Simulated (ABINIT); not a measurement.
# A GW chain in ABINIT: TiO2 (Anatase), part 2 of 3

Aim: the G0W0 gap of TiO2 (Anatase) on PBE, step by step.

ABINIT 10.8.3; PBE and many-body steps on it, plane waves. Known limits of the many-body steps: not at the basis limit.

So far. Step 2 (Ground state): The gap is indirect, with the least direct gap 0.31 eV higher.

## Step 3: Bands along the symmetry lines

Level of this step: DFT, PBE, plane waves, norm-conserving pseudopotentials (ABINIT).

Levels along a band path, at the cheap level, show where the edges lie and whether the meshes to come will hold them.

File run.abi:

```
acell 3*1.0 Angstrom
rprim 
  -1.892100000000 1.892100000000 4.757300000000
  1.892100000000 -1.892100000000 4.757300000000
  1.892100000000 1.892100000000 -4.757300000000
ntypat 2
znucl 22 8
natom 6
typat 1 1 2 2 2 2
xred 
  0.000000000000 0.000000000000 0.000000000000
  0.750000000000 0.250000000000 0.500000000000
  0.208100000000 0.208100000000 0.000000000000
  0.958100000000 0.458100000000 0.500000000000
  0.541900000000 0.041900000000 0.500000000000
  0.791900000000 0.791900000000 0.000000000000
pp_dirpath "pseudos"
pseudos "Ti.upf, O.upf"
ecut 38
iscf -2
irdden 1
kptopt 0
nkpt 76
kpt 
  0.00000000 0.00000000 0.00000000
  0.00000000 0.00000000 0.06250000
  0.00000000 0.00000000 0.12500000
  0.00000000 0.00000000 0.18750000
  0.00000000 0.00000000 0.25000000
  0.00000000 0.00000000 0.31250000
  0.00000000 0.00000000 0.37500000
  0.00000000 0.00000000 0.43750000
  0.00000000 0.00000000 0.50000000
  0.03125000 0.03125000 0.46875000
  0.06250000 0.06250000 0.43750000
  0.09375000 0.09375000 0.40625000
  0.12500000 0.12500000 0.37500000
  0.15625000 0.15625000 0.34375000
  0.18750000 0.18750000 0.31250000
  0.21875000 0.21875000 0.28125000
  0.25000000 0.25000000 0.25000000
  0.21875000 0.28125000 0.21875000
  0.18750000 0.31250000 0.18750000
  0.15625000 0.34375000 0.15625000
  0.12500000 0.37500000 0.12500000
  0.09375000 0.40625000 0.09375000
  0.06250000 0.43750000 0.06250000
  0.03125000 0.46875000 0.03125000
  0.00000000 0.50000000 0.00000000
  0.00000000 0.43750000 0.00000000
  0.00000000 0.37500000 0.00000000
  0.00000000 0.31250000 0.00000000
  0.00000000 0.25000000 0.00000000
  0.00000000 0.18750000 0.00000000
  0.00000000 0.12500000 0.00000000
  0.00000000 0.06250000 0.00000000
  0.00000000 0.00000000 0.00000000
  0.06250000 0.06250000 -0.06250000
  0.12500000 0.12500000 -0.12500000
  0.18750000 0.18750000 -0.18750000
  0.25000000 0.25000000 -0.25000000
  0.31250000 0.31250000 -0.31250000
  0.37500000 0.37500000 -0.37500000
  0.43750000 0.43750000 -0.43750000
  0.50000000 0.50000000 -0.50000000
  0.47369330 0.52630670 -0.47369330
  0.44738660 0.55261340 -0.44738660
  0.42107990 0.57892010 -0.42107990
  0.39477321 0.60522679 -0.39477321
  0.36846651 0.63153349 -0.36846651
  0.34215981 0.65784019 -0.34215981
  0.31585311 0.68414689 -0.31585311
  0.28954641 0.71045359 -0.28954641
  -0.28954641 0.28954641 0.28954641
  -0.25335311 0.25335311 0.25335311
  -0.21715981 0.21715981 0.21715981
  -0.18096651 0.18096651 0.18096651
  -0.14477320 0.14477320 0.14477320
  -0.10857990 0.10857990 0.10857990
  -0.07238660 0.07238660 0.07238660
  -0.03619330 0.03619330 0.03619330
  0.00000000 0.00000000 0.00000000
  0.00000000 0.00000000 0.50000000
  -0.00988660 0.00988660 0.50000000
  -0.01977321 0.01977321 0.50000000
  -0.02965981 0.02965981 0.50000000
  -0.03954642 0.03954642 0.50000000
  -0.04943302 0.04943302 0.50000000
  -0.05931962 0.05931962 0.50000000
  -0.06920623 0.06920623 0.50000000
  -0.07909283 0.07909283 0.50000000
  0.50000000 0.50000000 -0.07909283
  0.50000000 0.50000000 -0.13170623
  0.50000000 0.50000000 -0.18431962
  0.50000000 0.50000000 -0.23693302
  0.50000000 0.50000000 -0.28954642
  0.50000000 0.50000000 -0.34215981
  0.50000000 0.50000000 -0.39477321
  0.50000000 0.50000000 -0.44738660
  0.50000000 0.50000000 -0.50000000
istwfk *1
nband 31
nbdbuf 2
tolwfr 1e-08
nstep 40
prtwf 0
prtvol 0
indata_prefix "in"
outdata_prefix "out"
tmpdata_prefix "tmp"
```

Run with:

```console
> OMP_NUM_THREADS=1 mpirun -n 4 abinit run.abi > log
```

Numbers of over 12 decimals in the logs are rounded to 6 here.

What it wrote:

```text
.Version 10.8.3 of ABINIT. v10.8.2 released Aug 2026.

 Symmetries : space group I4_1/a m d (#141); Bravais tI (body-center tetrag.)
[... echo of the input left out ...]
== DATASET  1 ==================================================================
-   mpi_nproc: 4, omp_nthreads: 1 (-1 if OMP is not activated)

--- !DatasetInfo
iteration_state: {dtset: 1, }
dimensions: {natom: 6, nkpt: 76, mband: 31, nsppol: 1, nspinor: 1, nspden: 1, mpw: 5174, }
cutoff_energies: {ecut:  38.0, pawecutdg:  -1.0, }
electrons: {nelect:   4.80000000E+01, charge:   0.00000000E+00, occopt:   1.00000000E+00, tsmear:   1.00000000E-02, }

 Real(R)+Recip(G) space primitive vectors, cartesian coordinates (Bohr,Bohr^-1):
 R(1)= -3.5755508  3.5755508  8.9899941  G(1)=  0.0000000  0.1398386  0.0556174
 R(2)=  3.5755508 -3.5755508  8.9899941  G(2)=  0.1398386  0.0000000  0.0556174
 R(3)=  3.5755508  3.5755508 -8.9899941  G(3)=  0.1398386  0.1398386  0.0000000
 Unit cell volume ucvol=  4.5973260E+02 bohr^3
 Angles (23,13,12)=  1.39434593E+02  1.39434593E+02  5.87128032E+01 degrees

 getcut: wavevector=  0.0000  0.0000  0.0000  ngfft=  60  60  60
         ecut(hartree)=     38.000   => boxcut(ratio)=   2.09654

--- Pseudopotential description ------------------------------------------------
- Ti Generated using ONCVPSP code by D. R. Hamann
- 22.00000  12.00000  171031                  znucl, zion, pspdat
12 -101130 2 -1 1586                          pspcod,pspxc,lmax,lloc,mmax
     nproj     2     2     2
  pspatm : epsatm=   14.68144553
         --- l  ekb(1:nproj) -->
             0   11.362348    1.263639
             1    1.975402   -0.084666
             2   -5.186090   -1.477451
 pspatm: atomic psp has been read  and splines computed

- O Generated using ONCVPSP code by D. R. Hamann
-  8.00000   6.00000  171031                  znucl, zion, pspdat
12 -101130 2 -1 936                           pspcod,pspxc,lmax,lloc,mmax
     nproj     2     2     1
  pspatm : epsatm=    6.19545534
         --- l  ekb(1:nproj) -->
[...]
2   -1.331955
 pspatm: atomic psp has been read  and splines computed

--------------------------------------------------------------------------------

================================================================================
 prteigrs : about to open file out_EIG
 Non-SCF case, kpt    1 (  0.00000  0.00000  0.00000), residuals and eigenvalues=
  8.80E-09  3.41E-09  8.12E-09  4.55E-09  6.70E-09  5.07E-09  6.60E-09  2.55E-09
  8.75E-09  6.50E-09  4.37E-09  5.19E-09  3.05E-09  4.58E-09  9.65E-09  3.99E-09
  5.15E-09  5.34E-09  9.92E-09  4.23E-09  6.85E-09  4.27E-09  4.12E-09  6.23E-09
  6.43E-09  8.56E-09  9.13E-09  6.72E-09  6.84E-09  6.92E-09  9.76E-05
 -1.9185E+00 -1.9163E+00 -1.0546E+00 -1.0458E+00 -1.0458E+00 -1.0432E+00
 -1.0432E+00 -1.0400E+00 -4.9493E-01 -4.5758E-01 -4.5221E-01 -4.3977E-01
[...]
1.0230E-01  1.0230E-01  1.0539E-01  1.0539E-01  1.4716E-01  1.4716E-01
  2.4407E-01  2.4407E-01  2.9217E-01  2.9217E-01  3.0912E-01  3.0912E-01
  3.3636E-01

--- !ResultsGS
iteration_state: {dtset: 1, }
comment   : Summary of ground state results
lattice_vectors:
- [ -3.5755508,   3.5755508,   8.9899941, ]
- [  3.5755508,  -3.5755508,   8.9899941, ]
- [  3.5755508,   3.5755508,  -8.9899941, ]
lattice_lengths: [  10.31451,   10.31451,   10.31451, ]
lattice_angles: [139.435, 139.435,  58.713, ] # degrees, (23, 13, 12)
lattice_volume:   4.5973260E+02
convergence: {deltae:  0.000E+00, res2:  0.000E+00, residm:  9.996E-09, diffor:  0.000E+00, }
etotal    :  -1.85216948E+02
entropy   :   0.00000000E+00
fermie    :   1.50508157E-01
cartesian_stress_tensor: null
pressure_GPa: null
xred      :
- [  0.0000E+00,   0.0000E+00,   0.0000E+00, Ti]
- [  7.5000E-01,   2.5000E-01,   5.0000E-01, Ti]
- [  2.0810E-01,   2.0810E-01,  -3.2879E-19,  O]
- [  9.5810E-01,   4.5810E-01,   5.0000E-01,  O]
- [  5.4190E-01,   4.1900E-02,   5.0000E-01,  O]
- [  7.9190E-01,   7.9190E-01,  -1.2512E-18,  O]
cartesian_forces: null
force_length_stats: {min: null, max: null, mean: null, }

 Integrated electronic density in atomic spheres:
 ------------------------------------------------
 Atom  Sphere_radius  Integrated_density
[...]
================================================================================

 ----iterations are completed or convergence reached----

 Mean square residual over all n,k,spin=   62.310E-10; max=  99.956E-10
 reduced coordinates (array xred) for    6 atoms
[...]
0.541900000000      0.041900000000      0.500000000000
       0.791900000000      0.791900000000     -0.000000000000

 cartesian coordinates (angstrom) at end:
    1      0.000000     0.000000     0.000000
    2      0.000000     1.892100     2.378650
    3      0.000000    -0.000000     1.979988
    4      0.000000     1.892100     4.358638
    5     -0.000000     1.892100     0.398662
    6      0.000000    -0.000000     7.534612
 length scales=  1.889726125908  1.889726125908  1.889726125908 bohr
              =  1.000000000000  1.000000000000  1.000000000000 angstroms
 prteigrs : about to open file out_EIG
 Eigenvalues (hartree) for nkpt=  76  k points:
 kpt#   1, nband= 31, wtk=  1.00000, kpt=  0.0000  0.0000  0.0000 (reduced coord)
[...]
kpt#   2, nband= 31, wtk=  1.00000, kpt=  0.0000  0.0000  0.0625 (reduced coord)
[...]
kpt#   3, nband= 31, wtk=  1.00000, kpt=  0.0000  0.0000  0.1250 (reduced coord)
[...]
kpt#  75, nband= 31, wtk=  1.00000, kpt=  0.5000  0.5000 -0.4474 (reduced coord)
[...]
0.24693    0.24693    0.29047    0.29047    0.30424    0.30424    0.34251
 kpt#  76, nband= 31, wtk=  1.00000, kpt=  0.5000  0.5000 -0.5000 (reduced coord)
[...]
-0.47333   -0.47333   -0.44981   -0.44981    0.01469    0.01469    0.01653    0.01653
   0.07689    0.07689    0.10230    0.10230    0.10539    0.10539    0.14716    0.14716
   0.24407    0.24407    0.29217    0.29217    0.30912    0.30912    0.33636

== END DATASET(S) ==============================================================
================================================================================

 -outvars: echo values of variables after computation  --------
            nband          31
             nkpt          76
          spgroup         141
 [... the other variables as echoed above ...]

 Calculation completed.
```

It took 2.3 min on 4 MPI ranks of Arm Neoverse V2, shared host; peak memory 0.5 GiB; 9.3 min of CPU time.

This step gave:

- gap: 2.141 eV
- k of the valence top: 0, 0, 0.4375
- k of the conduction bottom: 0, 0, 0
- least direct gap: 2.492 eV

The gap is 2.141 eV, −0.045 eV from the run before at this level.

The electronic bands at the labelled points (eV, zero at the top of the highest filled band):

| point | band 21 | band 22 | band 23 | band 24 | band 25 | band 26 | band 27 | band 28 |
| --- | --- | --- | --- | --- | --- | --- | --- | --- |
| Γ | -0.78 | -0.78 | -0.48 | -0.48 | 2.14 | 2.89 | 4.02 | 4.02 |
| halfway | -1.84 | -0.96 | -0.61 | -0.25 | 3.01 | 3.16 | 3.54 | 3.77 |
| X | -2.07 | -2.07 | -0.05 | -0.05 | 3.38 | 3.38 | 3.85 | 3.85 |
| halfway | -1.81 | -1.81 | -0.14 | -0.14 | 3.45 | 3.45 | 3.78 | 3.78 |
| P | -1.60 | -1.60 | -0.24 | -0.24 | 3.61 | 3.61 | 3.64 | 3.64 |
| halfway | -1.90 | -0.97 | -0.60 | -0.35 | 3.18 | 3.32 | 3.71 | 3.73 |
| N | -1.96 | -0.95 | -0.86 | -0.65 | 3.27 | 3.58 | 3.60 | 3.70 |
| halfway | -1.35 | -0.80 | -0.80 | -0.53 | 3.00 | 3.26 | 3.36 | 3.64 |
| Γ | -0.78 | -0.78 | -0.48 | -0.48 | 2.14 | 2.89 | 4.02 | 4.02 |
| halfway | -1.08 | -1.08 | -0.25 | -0.25 | 2.24 | 2.77 | 3.86 | 3.86 |
| M | -1.27 | -1.27 | -0.14 | -0.14 | 2.50 | 2.50 | 3.81 | 3.81 |
| halfway | -1.32 | -0.72 | -0.61 | -0.57 | 2.76 | 3.23 | 3.44 | 3.58 |
| S | -1.20 | -0.94 | -0.91 | -0.84 | 3.24 | 3.52 | 3.60 | 3.66 |
| jump to S0 | -1.20 | -0.94 | -0.91 | -0.84 | 3.24 | 3.52 | 3.60 | 3.66 |
| halfway | -1.49 | -0.92 | -0.84 | -0.58 | 3.15 | 3.34 | 3.37 | 3.66 |
| Γ | -0.78 | -0.78 | -0.48 | -0.48 | 2.14 | 2.89 | 4.02 | 4.02 |
| jump to X | -2.07 | -2.07 | -0.05 | -0.05 | 3.38 | 3.38 | 3.85 | 3.85 |
| halfway | -2.02 | -2.02 | -0.06 | -0.06 | 3.37 | 3.37 | 3.83 | 3.83 |
| R | -1.91 | -1.91 | -0.09 | -0.09 | 3.35 | 3.35 | 3.79 | 3.79 |
| jump to G | -1.91 | -1.91 | -0.09 | -0.09 | 3.35 | 3.35 | 3.79 | 3.79 |
| halfway | -1.09 | -1.09 | -0.53 | -0.53 | 3.08 | 3.08 | 3.58 | 3.58 |
| M | -1.27 | -1.27 | -0.14 | -0.14 | 2.50 | 2.50 | 3.81 | 3.81 |

## Step 4: Empty states on the mesh, 4×4×4 mesh, 115 bands

The sums over transitions need many empty states on a uniform mesh; this step solves for them.

File run.abi:

```
acell 3*1.0 Angstrom
rprim 
  -1.892100000000 1.892100000000 4.757300000000
  1.892100000000 -1.892100000000 4.757300000000
  1.892100000000 1.892100000000 -4.757300000000
ntypat 2
znucl 22 8
natom 6
typat 1 1 2 2 2 2
xred 
  0.000000000000 0.000000000000 0.000000000000
  0.750000000000 0.250000000000 0.500000000000
  0.208100000000 0.208100000000 0.000000000000
  0.958100000000 0.458100000000 0.500000000000
  0.541900000000 0.041900000000 0.500000000000
  0.791900000000 0.791900000000 0.000000000000
pp_dirpath "pseudos"
pseudos "Ti.upf, O.upf"
ecut 38
ngkpt 4 4 4
nshiftk 1
shiftk 0 0 0
kptopt 1
chksymbreak 0
iscf -2
irdden 1
istwfk *1
nband 115
nbdbuf 10
tolwfr 1e-09
nstep 60
prtvol 0
indata_prefix "in"
outdata_prefix "out"
tmpdata_prefix "tmp"
```

What it wrote:

```text
.Version 10.8.3 of ABINIT. v10.8.2 released Aug 2026.

 Symmetries : space group I4_1/a m d (#141); Bravais tI (body-center tetrag.)
[... echo of the input left out ...]
== DATASET  1 ==================================================================
-   mpi_nproc: 4, omp_nthreads: 1 (-1 if OMP is not activated)

--- !DatasetInfo
iteration_state: {dtset: 1, }
dimensions: {natom: 6, nkpt: 13, mband: 115, nsppol: 1, nspinor: 1, nspden: 1, mpw: 5174, }
cutoff_energies: {ecut:  38.0, pawecutdg:  -1.0, }
electrons: {nelect:   4.80000000E+01, charge:   0.00000000E+00, occopt:   1.00000000E+00, tsmear:   1.00000000E-02, }

 Real(R)+Recip(G) space primitive vectors, cartesian coordinates (Bohr,Bohr^-1):
 R(1)= -3.5755508  3.5755508  8.9899941  G(1)=  0.0000000  0.1398386  0.0556174
 R(2)=  3.5755508 -3.5755508  8.9899941  G(2)=  0.1398386  0.0000000  0.0556174
 R(3)=  3.5755508  3.5755508 -8.9899941  G(3)=  0.1398386  0.1398386  0.0000000
 Unit cell volume ucvol=  4.5973260E+02 bohr^3
 Angles (23,13,12)=  1.39434593E+02  1.39434593E+02  5.87128032E+01 degrees

 getcut: wavevector=  0.0000  0.0000  0.0000  ngfft=  60  60  60
         ecut(hartree)=     38.000   => boxcut(ratio)=   2.09654

--- Pseudopotential description ------------------------------------------------
- Ti Generated using ONCVPSP code by D. R. Hamann
- 22.00000  12.00000  171031                  znucl, zion, pspdat
12 -101130 2 -1 1586                          pspcod,pspxc,lmax,lloc,mmax
     nproj     2     2     2
  pspatm : epsatm=   14.68144553
         --- l  ekb(1:nproj) -->
             0   11.362348    1.263639
             1    1.975402   -0.084666
             2   -5.186090   -1.477451
 pspatm: atomic psp has been read  and splines computed

- O Generated using ONCVPSP code by D. R. Hamann
-  8.00000   6.00000  171031                  znucl, zion, pspdat
12 -101130 2 -1 936                           pspcod,pspxc,lmax,lloc,mmax
     nproj     2     2     1
  pspatm : epsatm=    6.19545534
         --- l  ekb(1:nproj) -->
[...]
2   -1.331955
 pspatm: atomic psp has been read  and splines computed

--------------------------------------------------------------------------------

================================================================================
 prteigrs : about to open file out_EIG
 Non-SCF case, kpt    1 (  0.00000  0.00000  0.00000), residuals and eigenvalues=
  6.44E-10  7.57E-10  8.13E-10  8.57E-10  6.61E-10  4.23E-10  7.32E-10  5.55E-10
  1.13E-10  1.57E-10  1.16E-10  1.41E-10  1.27E-10  1.30E-10  2.91E-10  1.68E-10
  1.54E-10  3.16E-10  1.79E-10  2.77E-10  2.69E-10  2.27E-10  1.58E-10  2.02E-10
[...]
-1.9185E+00 -1.9163E+00 -1.0546E+00 -1.0458E+00 -1.0458E+00 -1.0432E+00
 -1.0432E+00 -1.0400E+00 -4.9493E-01 -4.5758E-01 -4.5221E-01 -4.3977E-01
  7.0812E-03  1.1453E-02  1.1453E-02  2.6319E-02  7.5837E-02  7.5837E-02
[...]
2.2393E+00  2.2523E+00  2.2574E+00  2.2574E+00  2.2665E+00  2.2665E+00
  2.2867E+00  2.3216E+00  2.3250E+00  2.3557E+00  2.3558E+00  2.3640E+00
  2.3887E+00
 prteigrs : prtvol=0 or 1, do not print more k-points.

--- !ResultsGS
iteration_state: {dtset: 1, }
comment   : Summary of ground state results
lattice_vectors:
- [ -3.5755508,   3.5755508,   8.9899941, ]
- [  3.5755508,  -3.5755508,   8.9899941, ]
- [  3.5755508,   3.5755508,  -8.9899941, ]
lattice_lengths: [  10.31451,   10.31451,   10.31451, ]
lattice_angles: [139.435, 139.435,  58.713, ] # degrees, (23, 13, 12)
lattice_volume:   4.5973260E+02
convergence: {deltae:  0.000E+00, res2:  0.000E+00, residm:  9.963E-10, diffor:  0.000E+00, }
etotal    :  -1.85216948E+02
entropy   :   0.00000000E+00
fermie    :   1.50508157E-01
cartesian_stress_tensor: null
pressure_GPa: null
xred      :
- [  0.0000E+00,   0.0000E+00,   0.0000E+00, Ti]
- [  7.5000E-01,   2.5000E-01,   5.0000E-01, Ti]
- [  2.0810E-01,   2.0810E-01,  -3.2879E-19,  O]
- [  9.5810E-01,   4.5810E-01,   5.0000E-01,  O]
- [  5.4190E-01,   4.1900E-02,   5.0000E-01,  O]
- [  7.9190E-01,   7.9190E-01,  -1.2512E-18,  O]
cartesian_forces: null
force_length_stats: {min: null, max: null, mean: null, }

 Integrated electronic density in atomic spheres:
 ------------------------------------------------
 Atom  Sphere_radius  Integrated_density
[...]
================================================================================

 ----iterations are completed or convergence reached----

 Mean square residual over all n,k,spin=   38.297E-11; max=  99.632E-11
 reduced coordinates (array xred) for    6 atoms
[...]
0.791900000000      0.791900000000     -0.000000000000

 cartesian coordinates (angstrom) at end:
    1      0.000000     0.000000     0.000000
    2      0.000000     1.892100     2.378650
    3      0.000000    -0.000000     1.979988
    4      0.000000     1.892100     4.358638
    5     -0.000000     1.892100     0.398662
    6      0.000000    -0.000000     7.534612
 length scales=  1.889726125908  1.889726125908  1.889726125908 bohr
              =  1.000000000000  1.000000000000  1.000000000000 angstroms
 prteigrs : about to open file out_EIG
 Eigenvalues (hartree) for nkpt=  13  k points:
 kpt#   1, nband=115, wtk=  0.01563, kpt=  0.0000  0.0000  0.0000 (reduced coord)
[...]
2.07360    2.07360    2.09849    2.09849    2.13804    2.20922    2.23934    2.25230
   2.25735    2.25735    2.26650    2.26650    2.28666    2.32165    2.32499    2.35569
   2.35580    2.36396    2.38874
 prteigrs : prtvol=0 or 1, do not print more k-points.

== END DATASET(S) ==============================================================
================================================================================

 -outvars: echo values of variables after computation  --------
            nband         115
             nkpt          13
          spgroup         141
 [... the other variables as echoed above ...]

 Calculation completed.
```

Elapsed: 70 s, on 4 MPI ranks; peak memory 0.46 GiB.

Numbers from this step:

| Property | Result |
| --- | --- |
| gap | 2.189 eV |
| k of the valence top | 0.5, 0.5, 0 |
| k of the conduction bottom | 0, 0, 0 |
| least direct gap | 2.492 eV |
| k points computed | 13 |
| lowest point of the top converged band, above the valence top | 56.3774 eV |

On this mesh the gap is 2.189 eV.

(Part 2 of 3 ends here.)

[Paths, hosts, dates, memory and timing lines, banners, echoed tables and standing remarks are left out of the program output.]

[Logs are printed without paths, hosts, clocks, repeated set-up lines and the standing remarks that a program may print on its own settings, such as how far it seeks lower states.]

[Runs of the session that timed out or met a known fault of the program may be left out.]

[Hosts, paths, dates, database ids (printed as entryN), source tags and the programs' standing remarks are cut or masked in the printed files.]

[G0W0 gaps are taken among the corrected bands and points alone; a level outside them can change the order at an edge.]

[Where Ansatz stands beside ABINIT at settings called matched, ABINIT's density can come from a denser mesh and the files from another edition; pairs whose starting gaps differed by over 0.03 eV were left out, so agreement reads better than it is.]
